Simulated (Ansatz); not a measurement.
# Formation energy and levels of the antisite Al_N in AlN (F-43m)

Aim: at which Fermi levels does Al_N in AlN (F-43m) change its charge? The model is a cell of 54 host atoms with 1 N taken out and 1 Al put in.

Method: place-levels on r2SCAN runs: charge-transition levels and formation energies with image-charge correction and potential alignment at the atomic sites; PAW set soft_1, in Ansatz 0.2.0.

**1. The structure**

The cell holds 54 atoms: 28 Al and 26 N. Cell: a = 9.269 Å, b = 9.269 Å, c = 9.269 Å, α = 60.0°, β = 60.0°, γ = 60.0°. It derives from AlN (space group F-43m). Nearest the centre at fractional (0.417, 0.417, 0.417): Al28 at 0.00 Å, Al29 at 1.89 Å, Al45 at 1.89 Å, Al33 at 1.89 Å, Al27 at 1.89 Å, N30 at 3.09 Å, N24 at 3.09 Å, N12 at 3.09 Å.

Structure file:

```xyz
54
Lattice="0.0000 6.5542 6.5542 6.5542 0.0000 6.5542 6.5542 6.5542 0.0000" Properties=species:S:1:pos:R:3 pbc="T T T"
Al    0.0000    0.0000    0.0000
N     1.0924    1.0924    1.0924
Al    2.1847    2.1847    0.0000
N     3.2771    3.2771    1.0924
Al    4.3695    4.3695    0.0000
N     5.4618    5.4618    1.0924
Al    2.1847    0.0000    2.1847
N     3.2771    1.0924    3.2771
Al    4.3695    2.1847    2.1847
N     5.4618    3.2771    3.2771
Al    6.5542    4.3695    2.1847
N     7.6466    5.4618    3.2771
Al    4.3695    0.0000    4.3695
N     5.4618    1.0924    5.4618
Al    6.5542    2.1847    4.3695
N     7.6466    3.2771    5.4618
Al    8.7389    4.3695    4.3695
N     9.8313    5.4618    5.4618
Al    0.0000    2.1847    2.1847
N     1.0924    3.2771    3.2771
Al    2.1847    4.3695    2.1847
N     3.2771    5.4618    3.2771
Al    4.3695    6.5542    2.1847
N     5.4618    7.6466    3.2771
Al    2.1847    2.1847    4.3695
N     3.2771    3.2771    5.4618
Al    4.3695    4.3695    4.3695
Al    5.4618    5.4618    5.4618
Al    6.5542    6.5542    4.3695
N     7.6466    7.6466    5.4618
Al    4.3695    2.1847    6.5542
N     5.4618    3.2771    7.6466
Al    6.5542    4.3695    6.5542
N     7.6466    5.4618    7.6466
Al    8.7389    6.5542    6.5542
N     9.8313    7.6466    7.6466
Al    0.0000    4.3695    4.3695
N     1.0924    5.4618    5.4618
Al    2.1847    6.5542    4.3695
N     3.2771    7.6466    5.4618
Al    4.3695    8.7389    4.3695
N     5.4618    9.8313    5.4618
Al    2.1847    4.3695    6.5542
N     3.2771    5.4618    7.6466
Al    4.3695    6.5542    6.5542
N     5.4618    7.6466    7.6466
Al    6.5542    8.7389    6.5542
N     7.6466    9.8313    7.6466
Al    4.3695    4.3695    8.7389
N     5.4618    5.4618    9.8313
Al    6.5542    6.5542    8.7389
N     7.6466    7.6466    9.8313
Al    8.7389    8.7389    8.7389
N     9.8313    9.8313    9.8313
```

Known beforehand: the electronic dielectric constant, 4.64, and the static one, 8.51, computed on the host (DFPT, PBEsol, on the r2SCAN cell), and a cell off the functional's own equilibrium shifts the ionic part.

The cell's shortest repeat is 9.3 Å.

**2. The runs of each charge state**

Levels follow from differences of total energies between charge states, each relaxed by itself.

Random displacements of about 0.05 Å break the site symmetry at the start, so that the relaxation can reach a distorted minimum if there is one. Forces are taken at one point at (¼, ¼, ¼). The cell holds 2 electrons more than the neutral one, with a uniform background that keeps it neutral on the whole.

The sampling was tested on the host first: at the k-points planned (1x1x1 shifted 0.25 0.25 0.25) its energy lies 0.045 eV an atom from the dense-mesh value, so the final energies take a denser sampling.

One state's input; the others differ in charge, spin, start and seed, and in occupations where the table says so.

The input, qm2.relax/input.yaml:

```yaml
crystal:
  lattice:
    - [0.0, 2.18472995, 2.18472995]
    - [2.18472995, 0.0, 2.18472995]
    - [2.18472995, 2.18472995, 0.0]
  atoms:
    - { symbol: Al, position: [0.0, 0.0, 0.0] }
    - { symbol: "N", position: [0.25, 0.25, 0.25] }
  supercell: [3, 3, 3]
  defects: [{ substitution: { at: 27, symbol: Al } }]
total_charge: -2
basis:
  ecutwfc: 500
  xc_grid: 2
hamiltonian:
  xc: r2scan
  pseudopotentials: { kind: paw, azcp: { folder: soft_1 } }
kpoints:
  mp_grid: { grid: [1, 1, 1], shift: [0.25, 0.25, 0.25] }
scf:
  occupations: { method: fixed }
  max_iter: 80
output:
  forces: true
  charged_corrections: { epsilon: 4.64, static_epsilon: 8.51 }
relax:
  f_tol: 0.02
  max_steps: 80
  random_displacement: { amplitude: 0.05, seed: 9921 }
checkpoint:
  write: "../qm2.relax.run"
  compress: false
  write_wavefunctions: true
  write_every: 100000
```

Started as:

```
$ ansatz run input.yaml --threads 4 --pin off --max-ram 7536MiB --backend cpu --events-out ev --progress --plain --runs-dir out
```

The relaxed structure is kept and the sampling changed to a 2×2×2 shifted mesh.

The run of this state that the levels use, under r2SCAN:

The input, qm2.point/input.yaml:

```yaml
crystal:
  checkpoint: "../qm2.relax.run"
  host: checkpoint
total_charge: -2
basis:
  ecutwfc: 500
  xc_grid: 2
hamiltonian:
  xc: r2scan
  pseudopotentials: { kind: paw, azcp: { folder: soft_1 } }
kpoints:
  mp_grid: { grid: [2, 2, 2], shift: [0.5, 0.5, 0.5] }
scf:
  occupations: { method: fermi_dirac, width: 0.01 }
  max_iter: 80
output:
  forces: true
  eigenvalues: true
  charged_corrections:
    epsilon: 4.64
    static_epsilon: 8.51
    defect_position: [0.416667, 0.416667, 0.416667]
  eigenstates: { localisation: true }
  populations: true
  band_densities: [{ bands: [v1, v1] }, { bands: [c1, c1] }]
  write_density: true
  write_potential: true
  volumetric_format: npy
checkpoint:
  read: "../qm2.relax.run"
  write: "../qm2.point.run"
  compress: false
  write_wavefunctions: false
  write_every: 100000
```

Relaxations under r2SCAN at one point at (¼, ¼, ¼); times on 4 threads of AMD EPYC 7571, shared host:

```csv
charge,moment (μB),occupations,outcome,steps,largest displacement against the far atoms (Å),time
−2,0,fixed,converged,6,0.28,3.3 min
−1,1,fixed,converged,10,0.34,12 min
0,0,fixed,not converged,-,-,2.6 min
0,0,fermi-dirac,converged,22,0.95,10 min
+1,1,fixed,converged,9,0.40,15 min
+2,0,fixed,converged,24,1.79,8.7 min
−2,2,fixed,converged,10,0.51,9.1 min
0,2,fixed,converged,7,0.40,5.6 min
+2,2,fixed,timeout,31,-,23 min
```

Single points under r2SCAN at a 2×2×2 shifted mesh; times on 4 threads of AMD EPYC 7571, shared host:

```csv
charge,moment (μB),occupations,outcome,time
−2,0,fermi-dirac,converged,1.7 min
−1,1,fermi-dirac,converged,4.2 min
0,0,fermi-dirac,converged,1.7 min
+1,1,fermi-dirac,converged,5.1 min
+2,0,fermi-dirac,converged,1.8 min
−2,2,fermi-dirac,converged,4.1 min
0,2,fermi-dirac,converged,4.7 min
```

Distances (Å) from Al28 to the nearest atoms after relaxation with r2SCAN:

```csv
charge,moment (μB),1.,2.,3.,4.,5.,6.
−2,0,Al 2.16,Al 2.16,Al 2.16,Al 2.17,N 3.18,N 3.18
−2,2,Al 2.21,Al 2.21,Al 2.21,Al 2.26,N 3.05,N 3.06
−1,1,Al 2.18,Al 2.19,Al 2.19,Al 2.22,N 3.11,N 3.11
0,0,N 2.03,Al 2.17,Al 2.23,Al 2.24,Al 2.59,N 2.65
0,2,Al 2.19,Al 2.25,Al 2.25,Al 2.25,N 3.12,N 3.12
+1,1,Al 2.26,Al 2.28,Al 2.29,Al 2.29,N 3.13,N 3.13
+2,0,N 1.87,N 1.87,N 1.87,Al 2.27,Al 2.40,Al 2.40
```

**3. place-levels, r2SCAN**

A charged cell interacts with its images and the background, and its potential has another zero than the host's. place-levels removes the first by a point-charge model, screened by the static dielectric constant since the ions have relaxed around the charge, and the second by comparing potentials at atoms far from the defect.

The host is a run of the defect-free crystal in the same cutoffs, grids and k-points, so that basis and sampling errors cancel in part in the differences. The host is run in a cell of 2 atoms on a matching mesh. Its band edges are searched through the zone by a band path, so the gap is smaller than, or equal to, that on the mesh. Chemical potentials are energies per atom of N (N2 molecule) and Al (fcc), run with the same functional and cutoff.

The input, levels.point.yaml:

```yaml
host:
  run: host.point.run
states: [qm2.point.run, qm1_M1.point.run, q0.point.run, qp1_M1.point.run, qp2.point.run, qm2_M2.point.run, q0_M2.point.run]
geometry_from:
  qm2.point.run: qm2.relax.run
  qm1_M1.point.run: qm1_M1.relax.run
  q0.point.run: q0.relax_smeared.run
  qp1_M1.point.run: qp1_M1.relax.run
  qp2.point.run: qp2.relax.run
  qm2_M2.point.run: qm2_M2.relax.run
  q0_M2.point.run: q0_M2.relax.run
  host.point.run: host.relax.run
chemical_potentials:
  "N":
    energy: -384.814403
    dataset: "<sha256 of the dataset>"
  Al:
    energy: -540.418346
    dataset: <sha256 of the dataset>
epsilon: 4.64
static_epsilon: 8.51
vertical:
  - { from: qm2.point.run, to: qm2.point_neutral.run }
  - { from: qm1_M1.point.run, to: qm1_M1.point_neutral.run }
  - { from: qp1_M1.point.run, to: qp1_M1.point_neutral.run }
  - { from: qp2.point.run, to: qp2.point_neutral.run }
  - { from: qm2_M2.point.run, to: qm2_M2.point_neutral.run }
```

Started as:

```
$ ansatz place-levels levels.point.yaml -- --threads 4 --pin off --max-ram 7536MiB
```

Numbers of over 12 decimals in the logs are rounded to 6 here.

The program printed:

```text
[... repeated set-up lines and file paths are left out, and long positions are rounded to six places ...]
(+2/+1) 3.094 eV above the valence edge, 0.824 eV under the conduction edge; not on the lower envelope
(+1/0) 2.878 eV above the valence edge, 1.041 eV under the conduction edge; not on the lower envelope
(0/-1) 3.713 eV above the valence edge, 0.205 eV under the conduction edge
(-1/-2) 4.148 eV above the valence edge (+4.508 eV without the band-filling correction), in the conduction band
(+2/0) 2.986 eV above the valence edge, 0.932 eV under the conduction edge: charges between them are lowest nowhere
formation energy of charge +2: +7.111 eV with the Fermi level at the valence edge
formation energy of charge +1: +10.206 eV with the Fermi level at the valence edge
formation energy of charge 0: +13.083 eV with the Fermi level at the valence edge
formation energy of charge -1: +16.796 eV with the Fermi level at the valence edge
formation energy of charge -2: +20.944 eV with the Fermi level at the valence edge
vertical -2 to 0: no energy, since no alignment is typed
  the change from vertical[0].from (qm2.point.run) to vertical[0].to (qm2.point_neutral.run): by its potential at epsilon 4.64 it stands at 0.411 0.409 0.410, with an rms radius of about 2.0 Å (1.1 1.2 1.1 Å across the planes of the cell's vectors); [...]
vertical -1 to 0: no energy, since no alignment is typed
  the change from vertical[1].from (qm1_M1.point.run) to vertical[1].to (qm1_M1.point_neutral.run): by its potential at epsilon 4.64 it stands at 0.418 0.407 0.417, with an rms radius of about 2.1 Å (1.3 1.2 1.3 Å across the planes of the cell's vectors); [...]
vertical +1 to 0: no energy, since no alignment is typed
  the change from vertical[2].from (qp1_M1.point.run) to vertical[2].to (qp1_M1.point_neutral.run): by its potential at epsilon 4.64 it stands at 0.411 0.404 0.403, with an rms radius of about 1.5 Å (0.8 0.9 0.9 Å across the planes of the cell's vectors); [...]
vertical +2 to 0: no energy, since no alignment is typed
  the change from vertical[3].from (qp2.point.run) to vertical[3].to (qp2.point_neutral.run): by its potential at epsilon 4.64 it stands at 0.431 0.432 0.356, with an rms radius of about 3.3 Å (1.8 1.8 1.9 Å across the planes of the cell's vectors); [...]
vertical -2 to 0: no energy, since no alignment is typed
  the change from vertical[4].from (qm2_M2.point.run) to vertical[4].to (qm2_M2.point_neutral.run): by its potential at epsilon 4.64 it stands at 0.407 0.348 0.349, with an rms radius of about 3.0 Å (2.3 1.4 1.4 Å across the planes of the cell's vectors); [...]
  edges by r2scan, gap 3.918 eV; the host is sampled to repeats of 18.54 Å
  the defect's cells are sampled to repeats of 18.54 Å, like sampling
  charge +2: -25229.7281 eV with its correction of +1.233 eV, at epsilon 8.51, aligned at sites: +0.0247 eV, mean over 19 atomic sites at or beyond 4.63 Å from the host's site at [0.4168, 0.4168, 0.4168] by the defect at [0.4167, 0.4167, 0.4167], with [...]
  charge +1: -25219.9333 eV with its correction of +0.377 eV, at epsilon 8.51, aligned at sites: +0.0812 eV, mean over 19 atomic sites at or beyond 4.63 Å from the host's site at [0.4168, 0.4168, 0.4168] by the defect at [0.4167, 0.4167, 0.4167], with [...]
  charge 0: +0.000 eV for its dipole among its images, +0.000 omitted
  charge -1: -25199.9411 eV with its correction of +0.147 eV, at epsilon 8.51, aligned at sites: +0.1490 eV, mean over 19 atomic sites at or beyond 4.63 Å from the host's site at [0.4168, 0.4168, 0.4168] by the defect at [0.4167, 0.4167, 0.4167], with [...]
  charge -2: -25188.7325 eV with its correction of +0.819 eV, at epsilon 8.51, aligned at sites: +0.1822 eV, mean over 19 atomic sites at or beyond 4.63 Å from the host's site at [0.4168, 0.4168, 0.4168] by the defect at [0.4167, 0.4167, 0.4167], with [...]
  charge 0: states[2] (q0.point.run) stands 0.165 eV higher, with a moment of 0.00 μB against 2.00
  charge -2: states[5] (qm2_M2.point.run) stands 0.175 eV higher, with a moment of 2.00 μB against 0.00
  of states[4] (qp2.point.run): it parts from the run at its places by a charge that spreads by about 1.9 Å along one vector (1.3 Å or more is wide), by its potential at epsilon 4.64, taken for that of held ions (one typed too small widens it), where the cell [...]
  of states[3] (qp1_M1.point.run): stability_check_not_made
  of states[6] (q0_M2.point.run): its alignment with the host at atomic sites is doubtful: the mean over the far sites moves by +0.1448 eV from their farther parts to their nearer, more than 0.05 eV. [...]
  of states[1] (qm1_M1.point.run): its alignment with the host at atomic sites is doubtful: the mean over the far sites moves by +0.2689 eV from their farther parts to their nearer, more than 0.05 eV. [...]
  of states[0] (qm2.point.run): it parts from the run that its charge is read beside by 2 carriers, of which the mean alone is read, by its potential at epsilon 4.64, taken for that of held ions (one typed too small widens it): that is narrow, but one of them [...]
  of states[2] (q0.point.run): its alignment with the host at atomic sites is doubtful: the mean over the far sites moves by +0.0725 eV from their farther parts to their nearer, more than 0.05 eV. [...]
  of states[5] (qm2_M2.point.run): it parts from the run at its places by a charge that spreads by about 2.3 Å along one vector (1.3 Å or more is wide), by its potential at epsilon 4.64, taken for that of held ions (one typed too small widens it), where the [...]
  of vertical[0].from (qm2.point.run): it parts from the run that its charge is read beside by 2 carriers, of which the mean alone is read, by its potential at epsilon 4.64, taken for that of held ions (one typed too small widens it): that is narrow, but one [...]
  vertical[0].to (qm2.point_neutral.run): levels filled in part (TS 0.019 eV): its energy is of no whole electron's
  of vertical[1].from (qm1_M1.point.run): stability_check_not_made
  vertical[1].to (qm1_M1.point_neutral.run): levels filled in part (TS 0.004 eV): its energy is of no whole electron's
  of vertical[2].from (qp1_M1.point.run): stability_check_not_made
  vertical[2].to (qp1_M1.point_neutral.run): levels filled in part (TS 0.012 eV): its energy is of no whole electron's
  of vertical[3].from (qp2.point.run): its sublattices stand up to 0.0053 Å off the host's, which by the two runs' forces adds about -0.01 eV to its energy against the host's, and moves the band edges: relax the crystal first, and build the cells on it; [...]
  vertical[3].to (qp2.point_neutral.run): levels filled in part (TS 0.007 eV): its energy is of no whole electron's
  of vertical[4].from (qm2_M2.point.run): stability_check_not_made; [...]
  vertical[4].to (qm2_M2.point_neutral.run): levels filled in part (TS 0.004 eV): its energy is of no whole electron's
```

The job ended after 1.6 s (4 threads of AMD EPYC 7571, shared host).

(Part 1 of 2 ends here.)

[Logs are printed without paths, hosts, clocks, repeated set-up lines and the standing remarks that a program may print on its own settings, such as how far it seeks lower states.]

[Hosts, paths, dates, database ids (printed as entryN), source tags and the programs' standing remarks are cut or masked in the printed files.]

[Where a table of states has a column of steps, it counts the stored structures, which are thinned; the runs took as many ionic steps or more.]

[A defect's name tells the site on which it was built; relaxed atoms can leave that site.]

[For some hosts the program warned that the k-mesh of the response run may be too coarse for force constants and the static dielectric constant; such warnings are not shown here.]
